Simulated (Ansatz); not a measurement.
# Ag(111) with 4 thermally displaced layers, 2x2: scattering by thermal displacements, part 2 of 2

Aim: the resistivity of Ag at 800 K from frozen thermal displacements between perfect leads.

Ansatz 0.2.0; Ansatz plane-wave DFT, PBE, PAW files; ballistic transport by layer matching (Landauer), zero bias; PAW set soft_1.

So far, open channels per spin nearest the Fermi level: step 2 (with 4 displaced layers) 3.23.

## Step 4: With 12 displaced layers

Each atom of 12 layers is moved at random, by amounts drawn from a normal law 0.1462 Å wide in each direction from the Debye model (225 K) at 800 K. A fresh draw is used; the growth of the resistance with length is what counts.

System of this step: Ag(111) with 12 thermally displaced layers, 2x2. The cell holds 72 atoms: 72 Ag. Cell: a = 5.779 Å, b = 5.779 Å, c = 42.465 Å, α = 90.0°, β = 90.0°, γ = 120.0°. It derives from Ag. Regions: lead, 24 atoms (24 Ag); scattering region, 48 atoms (48 Ag). The structure is stacked along c, and the current runs across the ab planes.

File input.yaml:

```yaml
crystal:
  lattice:
    - [5.7787594586, 0.0, 0.0]
    - [-2.8893797293, 5.0045524935, 0.0]
    - [0.0, 0.0, 42.4650360593]
  atoms:
    - { symbol: Ag, position: [0.0, 0.0, 0.0277777778] }
    - { symbol: Ag, position: [0.0, 0.5, 0.0277777778] }
    - { symbol: Ag, position: [0.5, 0.0, 0.0277777778] }
    - { symbol: Ag, position: [0.5, 0.5, 0.0277777778] }
    - { symbol: Ag, position: [0.1666666667, 0.3333333333, 0.0833333333] }
    - { symbol: Ag, position: [0.1666666667, 0.8333333333, 0.0833333333] }
    - { symbol: Ag, position: [0.6666666667, 0.3333333333, 0.0833333333] }
    - { symbol: Ag, position: [0.6666666667, 0.8333333333, 0.0833333333] }
    - { symbol: Ag, position: [0.3333333333, 0.1666666667, 0.1388888889] }
    - { symbol: Ag, position: [0.3333333333, 0.6666666667, 0.1388888889] }
    - { symbol: Ag, position: [0.8333333333, 0.1666666667, 0.1388888889] }
    - { symbol: Ag, position: [0.8333333333, 0.6666666667, 0.1388888889] }
    - { symbol: Ag, position: [0.9848007964, 0.9972962768, 0.1953105313] }
    - { symbol: Ag, position: [0.963334793, 0.4438137698, 0.1941956355] }
    - { symbol: Ag, position: [0.5215375061, 0.0316749692, 0.1964335404] }
    - { symbol: Ag, position: [0.4731515172, 0.4788601972, 0.2013652287] }
    - { symbol: Ag, position: [0.2125515017, 0.3868253623, 0.2573298739] }
    - { symbol: Ag, position: [0.151600007, 0.8445861391, 0.2515770809] }
    - { symbol: Ag, position: [0.6887356507, 0.3491610166, 0.250695503] }
    - { symbol: Ag, position: [0.6491289523, 0.7894488609, 0.2494306638] }
    - { symbol: Ag, position: [0.3162639815, 0.1703493789, 0.3039461898] }
    - { symbol: Ag, position: [0.3609401736, 0.6905899324, 0.3066181219] }
    - { symbol: Ag, position: [0.8426880425, 0.1693814197, 0.3040141667] }
    - { symbol: Ag, position: [0.8219340219, 0.6521900165, 0.3068910666] }
    - { symbol: Ag, position: [0.0088460635, 0.0169781421, 0.3565377003] }
    - { symbol: Ag, position: [0.011317696, 0.4777234454, 0.3585835995] }
    - { symbol: Ag, position: [0.4867782013, 0.9835448677, 0.3621132086] }
    - { symbol: Ag, position: [0.4698583014, 0.4687630883, 0.3581997284] }
    - { symbol: Ag, position: [0.2004990421, 0.3346260145, 0.4126478488] }
    - { symbol: Ag, position: [0.1441558106, 0.7878878158, 0.4228266286] }
    - { symbol: Ag, position: [0.635097287, 0.3473165684, 0.4185379094] }
    - { symbol: Ag, position: [0.634374549, 0.8421037008, 0.4200990854] }
    - { symbol: Ag, position: [0.3489722765, 0.1742903352, 0.4754891582] }
    - { symbol: Ag, position: [0.3423164361, 0.6764928542, 0.4717860617] }
    - { symbol: Ag, position: [0.8355667752, 0.1391710605, 0.4749475925] }
    - { symbol: Ag, position: [0.804624252, 0.6348112592, 0.473479465] }
    - { symbol: Ag, position: [0.0568667318, 0.0280883478, 0.5260028322] }
    - { symbol: Ag, position: [0.0110239215, 0.4867336251, 0.5273508838] }
    - { symbol: Ag, position: [0.4684243495, 0.9323195322, 0.5284373451] }
    - { symbol: Ag, position: [0.4637718107, 0.4796306347, 0.5227027004] }
    - { symbol: Ag, position: [0.1145307389, 0.3057828094, 0.5861751655] }
    - { symbol: Ag, position: [0.208440351, 0.8325971518, 0.5870914448] }
    - { symbol: Ag, position: [0.6320672898, 0.2774891257, 0.5838493693] }
    - { symbol: Ag, position: [0.671679703, 0.8208144567, 0.5843736354] }
    - { symbol: Ag, position: [0.3352068418, 0.1414485721, 0.6338054] }
    - { symbol: Ag, position: [0.3246545178, 0.6605020871, 0.6376749682] }
    - { symbol: Ag, position: [0.8835054862, 0.2170670371, 0.6374547261] }
    - { symbol: Ag, position: [0.8647525488, 0.6941490408, 0.6413436824] }
    - { symbol: Ag, position: [0.0208112516, 0.9886311035, 0.6969909711] }
    - { symbol: Ag, position: [0.0629449562, 0.5234731717, 0.6923106756] }
    - { symbol: Ag, position: [0.5338073898, 0.0368711449, 0.6957145517] }
    - { symbol: Ag, position: [0.5082838984, 0.545069737, 0.6901425551] }
    - { symbol: Ag, position: [0.1791643542, 0.332860883, 0.74589122] }
    - { symbol: Ag, position: [0.2025925914, 0.8434943078, 0.7459837022] }
    - { symbol: Ag, position: [0.6755841036, 0.3207273048, 0.7434503109] }
    - { symbol: Ag, position: [0.6530899753, 0.8410310483, 0.7521881866] }
    - { symbol: Ag, position: [0.3381808056, 0.1679858299, 0.8071733331] }
    - { symbol: Ag, position: [0.3451848179, 0.7010427291, 0.8060672028] }
    - { symbol: Ag, position: [0.8486656785, 0.1824621271, 0.8019166187] }
    - { symbol: Ag, position: [0.8377168466, 0.7113128501, 0.8067097394] }
    - { symbol: Ag, position: [0.0, 0.0, 0.8611111111] }
    - { symbol: Ag, position: [0.0, 0.5, 0.8611111111] }
    - { symbol: Ag, position: [0.5, 0.0, 0.8611111111] }
    - { symbol: Ag, position: [0.5, 0.5, 0.8611111111] }
    - { symbol: Ag, position: [0.1666666667, 0.3333333333, 0.9166666667] }
    - { symbol: Ag, position: [0.1666666667, 0.8333333333, 0.9166666667] }
    - { symbol: Ag, position: [0.6666666667, 0.3333333333, 0.9166666667] }
    - { symbol: Ag, position: [0.6666666667, 0.8333333333, 0.9166666667] }
    - { symbol: Ag, position: [0.3333333333, 0.1666666667, 0.9722222222] }
    - { symbol: Ag, position: [0.3333333333, 0.6666666667, 0.9722222222] }
    - { symbol: Ag, position: [0.8333333333, 0.1666666667, 0.9722222222] }
    - { symbol: Ag, position: [0.8333333333, 0.6666666667, 0.9722222222] }
kpoints:
  mp_grid: { grid: [4, 4, 1] }
hamiltonian:
  xc: pbe
  pseudopotentials: { kind: paw, azcp: { folder: soft_1 } }
scf:
  occupations: { method: fermi_dirac, width: 0.1 }
output:
  transmission: { leads: [[0, 4]], kmesh: [8, 8], e_range: [-0.05, 0.05], de: 0.05 }
  write_potential: true
  write_density: true
  volumetric_format: npy
```

Run with:

```bash
$ ansatz run input.yaml --threads 4 --pin off --max-ram 15360MiB --backend cpu --events-out ev --progress --plain --runs-dir out
```

Numbers of over 12 decimals in the logs are rounded to 6 here.

The program printed:

```text
[...]
Crystal: 72 atoms, lattice volume = 1228.093 Å³
Basis set: ecut = 420 eV, 24081 PW (Γ)
Bands: 821, of which v1, the nominal top of the filled ones, is band 684 counted from 1 (683 counted from 0)
Symmetry: 1 space group operations
[...]
k-points: 10 of 16 (time reversal used)
[...]
SCF iter   1: F=—  HF=-546531.561284 eV  |F-HF|=—  |Δ(HF+E_count)|=         —  Δρ=6.99e-2  dr2=6.42e1  ethr=3.10e-3  ⟨swp⟩=4.0  Hψ=24453  notcnv=0  defer=179
[...]
SCF iter  12: F=-546514.347081 eV  HF=-546514.347081 eV  |F-HF|=1.05e-9  |Δ(HF+E_count)|=   1.55e-8  Δρ=7.69e-7  dr2=6.22e-9  ethr=7.31e-12  ⟨swp⟩=1.0  Hψ=15451  notcnv=0
SCF 1 converged in 12 iterations: F = -546514.347081 eV  dr2 = 6.22e-9
[...]
transmission: 186 of 1802 steps passed
transmission: 363 of 1802 steps passed
[...]
transmission: 1802 of 1802 steps passed
SCF converged after 12 iterations
Free energy (F): -546514.347081 eV
[...]
Internal energy: -546513.523381 eV  (E = F + TS)
E sigma→0 (E₀):  -546513.935231 eV
Entropy (-TS):   -0.823700 eV (-11.440 meV/atom)
Fermi energy:    17.254279 eV
[...]
--- Band table (eV; the first three rows and the last of 10) ---
  k-point 0: bands = [... 680 lower, 17.5073, 17.7603, 17.8258, 17.8278, 17.8593, 17.8818, 17.9180, 18.0831, ... 133 higher]
  k-point 1: bands = [... 680 lower, 17.0118, 17.1065, 17.1202, 17.1945, 17.2350, 17.2895, 17.3432, 17.3698, ... 133 higher]
  k-point 2: bands = [... 680 lower, 16.8798, 16.9122, 16.9441, 16.9722, 17.2182, 17.2521, 17.3036, 17.3178, ... 133 higher]
  k-point 9: bands = [... 680 lower, 16.8677, 16.9042, 16.9479, 16.9813, 17.2219, 17.2726, 17.2969, 17.3131, ... 133 higher]
--- Transmission ---
  basis      : 253 plane waves across, 53 finite elements along
  points     : 34, standing for a mesh of 8 x 8
[...]
channels       : 3.234375e0 a spin
[...]
junction   : crystal 0 to crystal 0, 0.70 to 40.80 Å
    transmission   : 2.820877e0 a spin
[...]
```

Elapsed: 29 min, on 4 threads of Arm Neoverse V1, shared host; peak memory 8 GiB.

This step gave:

* free energy: -546514.3471 eV
* energy at zero smearing: -546513.9352 eV
* Fermi energy: 17.25 eV
* transmission per spin nearest the Fermi level: 2.821
* open channels per spin nearest the Fermi level: 3.234
* step of the lead's potential: 7.8 meV

Per spin. Table of transmission, zone mean by energy, zero at the Fermi level:

```
energy (eV)  transmission, zone mean
    -0.0500                     2.81
     0.0000                     2.82
     0.0500                     2.84
```

Over the solved energies the transmission per spin lies between 2.81 and 2.84, out of 3.23 channels of the lead on average (up to 3.23).

## Step 5: The fit

This step: Ansatz plane-wave DFT, PBE, PAW files; ballistic transport by layer matching (Landauer), zero bias; resistivity from the slope of the area resistance; PAW set soft_1 (Ansatz 0.2.0).

Numbers from this step:

```
resistivity           : 5.999 µΩ cm
intercept             : 5.43e-4 fΩ m²
scatter about the fit : 0.003900 fΩ m²
```

Resistance, by row:

```
run  length (Å)      T  channels N  RA (fΩ m²)
 n4       9.437  3.089       3.234     0.05439
 n8       18.87  2.983       3.297      0.1193
n12       28.31  2.824       3.234      0.1676
```

The area resistance by length of the displaced region:

```
length of the displaced region (Å)  area resistance (fΩ m²)
                              9.44                   0.0544
                             18.87                    0.119
                             28.31                    0.168
```

The area resistance goes from 0.054 to 0.17 fΩ m² between 9.4 and 28.3 Å, a slope of 6.0 µΩ cm.

By hand from the end points: (0.1676 − 0.05439) fΩ m² / (28.31 − 9.44) Å = 6.0 µΩ cm, since 1 fΩ m² per Å is 1000 µΩ cm.

## Step 6: Results

* resistivity from the slope: 6.00 µΩ cm
* area resistance over 9.44 Å: 0.0544 fΩ m²
* area resistance over 18.9 Å: 0.119 fΩ m²
* area resistance over 28.3 Å: 0.168 fΩ m²

What this shows: The slope gives 6.0 µΩ cm. The points scatter by 0.0039 fΩ m² about the line, with one random draw a length in a 2x2 cell, so the slope is a rough value. The mean square of the displacements drawn is 0.75, 0.94 and 0.81 of the nominal one at the three lengths; with each resistance scaled back by that, the slope is 7.1 µΩ cm, the value used below. The lead's own channel count moves between the runs (3.23, 3.30 and 3.23), which shifts RA and the slope too. Read with a model of isotropic scattering on a spherical Fermi surface and the lead's 0.87×10¹⁵ S/m², this slope means a mean free path near 140 Å; over these lengths the model's slope is 1.15 times its bulk resistivity, which would be 6.2 µΩ cm. Uncorrelated displacements put too much weight on short waves, which scatter strongly; with the sideways repeat of a small cell, one draw and three short lengths, the method is good to a factor of two or three.

[Logs are printed without paths, hosts, clocks, repeated set-up lines and the standing remarks that a program may print on its own settings, such as how far it seeks lower states.]

[Hosts, paths, dates, database ids (printed as entryN), source tags and the programs' standing remarks are cut or masked in the printed files.]
